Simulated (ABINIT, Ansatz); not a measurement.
# SnTe2 (Fm-3m): from the cell to the phonon bands, part 3 of 3

How does SnTe2 (Fm-3m) vibrate, and is this structure a minimum?

ABINIT 10.8.3; DFT LDA, scalar-relativistic, plane waves, HGH norm-conserving pseudopotentials.

So far, lowest frequency on the path (cm⁻¹): step 6 (interpolated phonon bands) -71.8. Also highest frequency (cm⁻¹): step 6 99.7.

The structure was built from a prototype and need not be the compound's stable phase.

## Step 8: Cross-check with Ansatz

The same cell goes through another code, with its own cutoff. The potentials differ.

This step: DFT LDA, scalar-relativistic, plane waves, PseudoDojo norm-conserving pseudopotentials (Ansatz 0.2.0).

Contents of input.yaml:

```yaml
crystal:
  lattice:
    - [-3.6223059303, 0.0, 3.6223059303]
    - [0.0, 3.6223059303, 3.6223059303]
    - [-3.6223059303, 3.6223059303, 0.0]
  atoms:
    - { symbol: Sn, position: [0.0, 0.0, 0.0] }
    - { symbol: Te, position: [0.75, 0.75, 0.75] }
    - { symbol: Te, position: [0.25, 0.25, 0.25] }
kpoints:
  mp_grid: { grid: [6, 6, 6] }
hamiltonian:
  xc: lda
  pseudopotentials: { kind: nc, accuracy: standard }
scf:
  occupations: { method: methfessel_paxton, width: 0.27211 }
output:
  eigenvalues: true
phonons:
  method: dfpt
  qmesh: [2, 2, 2]
  temperatures: { t_max: 1000, t_step: 50 }
  qpath:
    path:
      - [[0.0, 0.0, 0.0], [0.0, 0.5, 0.5], [0.0, 0.625, 0.375]]
      - [[-0.375, 0.375, 0.0], [0.0, 0.0, 0.0], [0.0, 0.5, 0.0], [-0.25, 0.5, 0.25], [0.0, 0.5, 0.5]]
    npoints: 10
```

Run with:

```bash
ansatz run input.yaml --threads 4 --pin off --max-ram 8192MiB --backend cpu --events-out ev --progress --plain --runs-dir out
```

The program printed:

```text
Warning: phonons: the dynamical matrix that this run interpolates holds no multipole term above the dipole-dipole one, and a site of this crystal is no centre of inversion, so its interpolated transverse optical and acoustic branches and sound speeds can stay off near Gamma, and the density of states and the thermodynamics with them. What a run solves at a wave vector of phonons.qpoints, Gamma apart, where the deck admits one, is free of this, and under fd what a larger phonons.supercell samples
Engine: ansatz 0.2.0, x86_64-unknown-linux-gnu
Pseudopotentials: kind: nc
Pseudopotential: Sn, nc, valence charge 14, recommended cutoff 979.609905 eV (normal), Sn.nc.azcp (PseudoDojo's, or run here from an input of PseudoDojo's; its table is named by hamiltonian.pseudopotentials.accuracy)
Pseudopotential: Te, nc, valence charge 16, recommended cutoff 1120 eV (normal), Te.nc.azcp (PseudoDojo's, or run here from an input of PseudoDojo's; its table is named by hamiltonian.pseudopotentials.accuracy)
Functional definition: SPW92
  exchange = slater_x
  correlation = pw_c
Crystal: 3 atoms, lattice volume = 95.057 Å³
Basis set: ecut = 1120 eV, 7991 PW (Γ), exchange–correlation on 120×120×120 points (8 copies of the dense FFT grid, shifted against one another)
Bands: 28, of which v1, the nominal top of the filled ones, is band 23 counted from 1 (22 counted from 0)
Symmetry: 48 space group operations
k-points: 16 of 216
Non-local potential: Sn, projectors of the file, l = 0: 2, l = 1: 2, l = 2: 2
Non-local potential: Te, projectors of the file, l = 0: 3, l = 1: 2, l = 2: 2, l = 3: 2
Initial density: superposition of atomic densities (chi_scale 0.1, normalization cell, long waves kept (reshape's long-wave potential 0.00 eV rms))
Initial wavefunctions: pseudopotential atomic-orbital guess
Functional: x = slater, c = lda
SCF iter   1: F=—  HF=-7828.307803 eV  |F-HF|=—  |Δ(HF+E_count)|=         —  Δρ=1.08e-2  dr2=1.29e-1  ethr=3.10e-3  ⟨swp⟩=6.4  Hψ=1890  notcnv=0
preconditioner: auto → LDOS  [metal: Δε(μ)=0.115 eV  Ē_g=8.212 eV  σ=0.272 eV  W_gap=0.33  n_scr=14 (ndim 8)  ℏωp=15.2 eV  f_vac=0.052  D(μ)=2.36/eV (n_scr^D=14)  β→1.0]
SCF iter   2: F=—  HF=-7828.275607 eV  |F-HF|=—  |Δ(HF+E_count)|=   3.22e-2  S|Δr|=    0.00e0  Δρ=3.15e-3  dr2=5.85e-3  ethr=2.80e-4  ⟨swp⟩=2.8  Hψ=959  notcnv=0
SCF iter   3: F=—  HF=-7828.274058 eV  |F-HF|=—  |Δ(HF+E_count)|=   1.55e-3  S|Δr|=    0.00e0  Δρ=7.40e-4  dr2=2.29e-4  ethr=1.27e-5  ⟨swp⟩=2.6  Hψ=716  notcnv=0
SCF iter   4: F=—  HF=-7828.273968 eV  |F-HF|=—  |Δ(HF+E_count)|=   8.94e-5  S|Δr|=    0.00e0  Δρ=7.42e-5  dr2=3.65e-6  ethr=4.97e-7  ⟨swp⟩=2.2  Hψ=810  notcnv=0
SCF iter   5: F=—  HF=-7828.274260 eV  |F-HF|=—  |Δ(HF+E_count)|=   2.92e-4  S|Δr|=    0.00e0  Δρ=1.83e-5  dr2=8.98e-8  ethr=7.93e-9  ⟨swp⟩=2.2  Hψ=670  notcnv=0
SCF iter   6: F=—  HF=-7828.274260 eV  |F-HF|=—  |Δ(HF+E_count)|=   1.37e-8  S|Δr|=    0.00e0  Δρ=2.07e-6  dr2=1.53e-9  ethr=1.95e-10  ⟨swp⟩=3.1  Hψ=914  notcnv=0
SCF iter   7: F=—  HF=-7828.274260 eV  |F-HF|=—  |Δ(HF+E_count)|=  2.47e-10  S|Δr|=    0.00e0  Δρ=1.77e-7  dr2=2.12e-11  ethr=3.34e-12  ⟨swp⟩=2.4  Hψ=828  notcnv=0
SCF iter   8: F=-7828.274260 eV  HF=-7828.274260 eV  |F-HF|=4.55e-12  |Δ(HF+E_count)|=  4.55e-12  S|Δr|=    0.00e0  Δρ=2.30e-8  dr2=3.97e-13  ethr=1.00e-12  ⟨swp⟩=9.1  Hψ=2607  notcnv=0
SCF 1 converged in 8 iterations: F = -7828.274260 eV  dr2 = 3.97e-13
Initial density: read from a saved state, or passed on in memory by an earlier SCF of this step, an earlier step, the calling program or the single point that the run made first
iter 1 solved again at ethr=4.56e-8 eV; its pass at ethr=3.10e-3 eV (dr2=2.10e-5 eV) is discarded
SCF iter   1: F=—  HF=-7828.273978 eV  |F-HF|=—  |Δ(HF+E_count)|=         —  Δρ=4.84e-7  dr2=6.74e-11  ethr=4.56e-8  ⟨swp⟩=4.8  Hψ=3689  notcnv=0
eigensolver tolerance schedule: the retry pair's looser diagonalisation over-reported the residual by 310909.63 of it (diagonalisation noise at an unbounded share of the residual, at the tolerance the schedule requests for it); recorded, not acted on — ethr = c·dr2/N_el stays at c = 1.0e-1
preconditioner: auto → LDOS  [metal: Δε(μ)=0.123 eV  Ē_g=8.228 eV  σ=0.272 eV  W_gap=0.34  n_scr=14 (ndim 8)  ℏωp=15.2 eV  f_vac=0.064  D(μ)=2.35/eV (n_scr^D=14)  β→1.0]
SCF iter   2: F=—  HF=-7828.274260 eV  |F-HF|=—  |Δ(HF+E_count)|=   2.82e-4  S|Δr|=    0.00e0  Δρ=5.25e-7  dr2=7.68e-11  ethr=1.00e-12  ⟨swp⟩=4.6  Hψ=1514  notcnv=0
SCF iter   3: F=—  HF=-7828.274260 eV  |F-HF|=—  |Δ(HF+E_count)|=  2.55e-11  S|Δr|=    0.00e0  Δρ=2.26e-7  dr2=1.57e-11  ethr=1.00e-12  ⟨swp⟩=1.0  Hψ=448  notcnv=0
SCF iter   4: F=-7828.274260 eV  HF=-7828.274260 eV  |F-HF|=4.55e-12  |Δ(HF+E_count)|=    0.00e0  S|Δr|=    0.00e0  Δρ=1.67e-7  dr2=8.80e-12  ethr=1.00e-12  ⟨swp⟩=5.6  Hψ=1360  notcnv=0
SCF 2 converged in 4 iterations: F = -7828.274260 eV  dr2 = 8.80e-12
phonons: the bands overlap, so this run is a metal and interpolates without the dipole-dipole term. If the crystal is really an insulator or semiconductor, its LO-TO splitting is missing
NSCF: frozen V_eff on 16 k-points
WARN: eigensolver did not converge in 11 slots of this pass, the one above among them; of largest residual over every band (k=5): 1 band(s) unlocked (lowest unlocked band 27, counted from 0; max residual 4.69e-3 eV among the unlocked bands, 4.69e-3 eV over every band); of lowest unlocked band (k=1): band 27
NSCF: frozen V_eff on 30 k-points
DFPT response loops at q = (0, 0, 0) (fractional): preconditioner auto → Kerker (q_TF=auto, 2.417 Å⁻¹) (partly filled bands, converged f_vac=0.064); β = 1.00, the filter's whole step (`scf.mixing.beta` (0.50) is not read by the response loops under this deck's `scf.mixing.preconditioner`; to damp them name `kerker` or `kerker_dos`, under which they read `scf.mixing.beta`, and type it under 1.00, their step now; both keys bind the ground state too); Broyden in place of MSR1
NSCF: frozen V_eff on 136 k-points
DFPT response loops at q = (0, 0, -0.5) (fractional): mixed as the last ones told, above
NSCF: frozen V_eff on 92 k-points
DFPT response loops at q = (0, -0.5, -0.5) (fractional): mixed as the last ones told, above
SCF converged after 8 iterations
Stability not checked: this state was not tested for a lower state beside it, because cold or Methfessel-Paxton smearing, or corrected tetrahedra, fill the levels in a way that the test cannot read (fill_not_monotonic; see scf.lower_state_search)
Free energy (F): -7828.274260 eV
Harris-Foulkes:  -7828.274260 eV  (|F-HF|=4.55e-12)
Internal energy: -7828.278212 eV  (E = F + TS)
E sigma→0 (E₀):  -7828.275248 eV
Entropy (-TS):   0.003952 eV (1.317 meV/atom)
Fermi energy:    9.056165 eV
--- Per-component energies (eV) ---
  E_band       = -610.747249
  E_kinetic    = 4364.016161
  E_local      = -5588.827717  (includes V_loc(G=0)·N_el)
  E_nonlocal   = -2176.988360
  E_hartree    = 1975.102127
  E_xc         = -1906.980504
  E_vxc        = -1159.151565  (∫ρ·V_xc dr)
  E_ewald      = -4494.599918
  E_smearing   = 0.003952  (= −TS)
  E_closure    = 0.000000  (closes the sum)
  Σ components = -7828.274260   (vs F -7828.274260, Δ=0.00e0)
--- Band table (eV; the first three rows and the last of 16) ---
  k-point 0: bands = [... 19 lower, 6.2356, 6.2356, 7.5165, 7.5165, 7.5165, 10.6118, 10.6118, 10.6118, ... 1 higher]
  k-point 1: bands = [... 19 lower, 6.1016, 6.1016, 7.4646, 7.4646, 8.7786, 10.7898, 10.7952, 10.7952, ... 1 higher]
  k-point 2: bands = [... 19 lower, 5.9260, 6.3148, 7.2062, 7.2062, 9.5704, 11.6105, 11.6105, 12.5758, ... 1 higher]
  k-point 15: bands = [... 19 lower, 5.3732, 7.5802, 7.9449, 9.7507, 10.1055, 11.7875, 12.4956, 13.1610, ... 1 higher]
--- Phonons (Γ-DFPT): 2 representative perturbations + reference (Σ response iterations 5) ---
  ASR residual: 2.975e-5 → 0.000e0 eV/Å²; symmetrization residual: 2.613e-6 eV/Å²
  ASR residual per site (eV/Å²): 2.98e-5 1.69e-5 1.69e-5
  Γ frequencies (cm⁻¹): 0.00 0.00 0.00 79.35 79.35 79.35 85.82 85.82 85.82
--- Phonons (arbitrary-q DFPT): 3 irreducible q on the 2×2×2 mesh ---
  q = [0.0000, 0.0000, 0.0000] (star 1, of the zone-centre solve; hermiticity 2.38e-6, symmetrization 8.89e-14): 0.00 0.00 0.00 79.35 79.35 79.35 85.82 85.82 85.82
  q = [0.0000, 0.0000, -0.5000] (star 4, 2 solved perturbations on 68 of 216 k-point pairs; hermiticity 5.59e-6, symmetrization 6.68e-12, the responses' own estimated error 8.1e-4 eV/Å²): -44.81 -36.66 -36.66 38.10 66.13 66.13 88.90 89.93 89.93
  q = [0.0000, -0.5000, -0.5000] (star 3, 4 solved perturbations in 152 linear systems a pass and spin channel, the states on 46 of 216 k-point pairs; hermiticity 8.03e-6, symmetrization 4.26e-12, the responses' own estimated error 8.5e-4 eV/Å²): -69.12 -20.44 -20.44 46.40 46.40 73.82 82.14 99.16 99.16
  sum rule: each row above includes the acoustic sum rule's correction from the zone centre's row sums; it moved no ω² by more than (0.26 cm⁻¹)²
  mesh force constants: q→R imaginary residual 5.61e-17; ASR residual 2.975e-5 → 0.000e0 eV/Å²; symmetrization residual 1.110e-15 eV/Å²
  interpolated dispersion: 62 rows × 9 modes
  density of states and harmonic sums: on the 16×16×16 q-mesh, interpolated from the force constants of a 2×2×2 supercell (no non-analytic term)
  largest difference from the sums on the solved wave vectors: F 1.83e-1 eV, S 2.21e-4 and C_V 4.64e-5 eV/K
  zero-point energy: 0.027156 eV/cell   skipped modes (ω ≤ 0): 363, of them read as no rigid motion or as one in doubt: 360 (2.555e0 modes/cell left out, lowest -69.12 cm⁻¹)   left out of the sums: 2.84e-1 of the cell's modes: C_V's classical limit lies that fraction below 3 k_B per atom; for a crystal, a wire or a layer, F and S can be off by more, and a phonons.interpolated_qmesh denser along its periods is the remedy for the sampling
```

Wall time 62 s (4 threads of Intel Xeon Platinum 8488C (Sapphire Rapids), shared host); peak memory 1.9 GiB; 4 min of CPU time.

Read from the output:

```
sum-rule residual before enforcement                               : 2.98e-5 eV/Å²
lowest frequency on the path                                       : -69.12 cm⁻¹
share of modes beyond 3i cm⁻¹ on the dense interpolated mesh       : 0.2807
highest optical zone-centre mode (no LO-TO term)                   : 85.82 cm⁻¹
lowest optical zone-centre mode                                    : 79.35 cm⁻¹
lowest mode on the q mesh (acoustic ones at the zone centre apart) : -69.12 cm⁻¹
```

## Step 9: The two compared: ABINIT HGH and Ansatz, PseudoDojo

Numbers from this step:

```yaml
root_mean_square_difference: 2.15 cm⁻¹
largest_difference: 3.25 cm⁻¹
root_mean_square_difference_on_the_path: 2.4 cm⁻¹
largest_difference_on_the_path: 16.8 cm⁻¹
```

The 12 of 24 modes that differ most. Frequencies side by side:

```
q (reciprocal lattice)  mode  ABINIT HGH (cm⁻¹)  Ansatz, PseudoDojo (cm⁻¹)
                 0 0 0     7              82.57                      85.82
                 0 0 0     8              82.57                      85.82
                 0 0 0     9              82.57                      85.82
               0.5 0 0     7              85.86                       88.9
               0.5 0 0     8              86.84                      89.93
               0.5 0 0     9              86.84                      89.93
             0.5 0.5 0     1             -71.77                     -69.12
             0.5 0.5 0     4              44.34                       46.4
             0.5 0.5 0     5              44.34                       46.4
             0.5 0.5 0     6              70.99                      73.82
             0.5 0.5 0     8              96.59                      99.16
             0.5 0.5 0     9              96.59                      99.16
```

At the solved wavevectors the largest difference (acoustic modes at Γ apart) is 3 % of the highest mode (on the interpolated path 17 %).

## Step 10: Results

```yaml
space_group_after_relaxation: Fm-3m
volume_per_atom: 31.7 Å³
highest_optical_zone_centre_mode_no_lo_to_term: 82.6 cm⁻¹
lowest_optical_zone_centre_mode: 79.6 cm⁻¹
q_mesh: 2×2×2
lowest_mode_on_the_q_mesh_acoustic_ones_at_the_zone_centre_apart: -71.8 cm⁻¹
imaginary_modes_on_the_q_mesh: yes
largest_difference_from_ansatz_pseudodojo: 3.25 cm⁻¹
```

In words: SnTe2 (Fm-3m) is unstable: a mode solved on the 2×2×2 mesh is imaginary, 72i cm⁻¹; its spectrum reaches 100 cm⁻¹. At the LDA level the optical modes of SnTe2 (Fm-3m) at the zone centre run from 80 to 83 cm⁻¹. The most unstable solved mode lies at q = (0.5, 0.5, 0), on the zone boundary, so the distortion that it points to doubles the cell. ABINIT HGH and Ansatz, PseudoDojo differ by 2.1 cm⁻¹ in the root mean square and by 3.2 cm⁻¹ at most, 3.4 % of the highest mode compared (acoustic modes at Γ left out; ABINIT's values are those before the sum rule); the two use different potentials, and the cell was not relaxed for the second set. Their interpolated bands part by up to 17 cm⁻¹. These are harmonic frequencies at zero temperature: anharmonic shifts and linewidths and thermal expansion are left out. Spin-orbit coupling is left out, which can matter for the heavy elements here. The HGH files keep few electrons and have no core correction, which is cheap but rough for Sn. In a metal the frequencies hang on the k mesh and the smearing, most of all near Kohn anomalies. The structure is a hypothetical one, built on a prototype.

[Host names and launcher messages were left out of these logs when they were recorded.]

[Logs are printed without paths, hosts, clocks, repeated set-up lines and the standing remarks that a program may print on its own settings, such as how far it seeks lower states.]

[Hosts, paths, dates, database ids (printed as entryN), source tags and the programs' standing remarks are cut or masked in the printed files.]
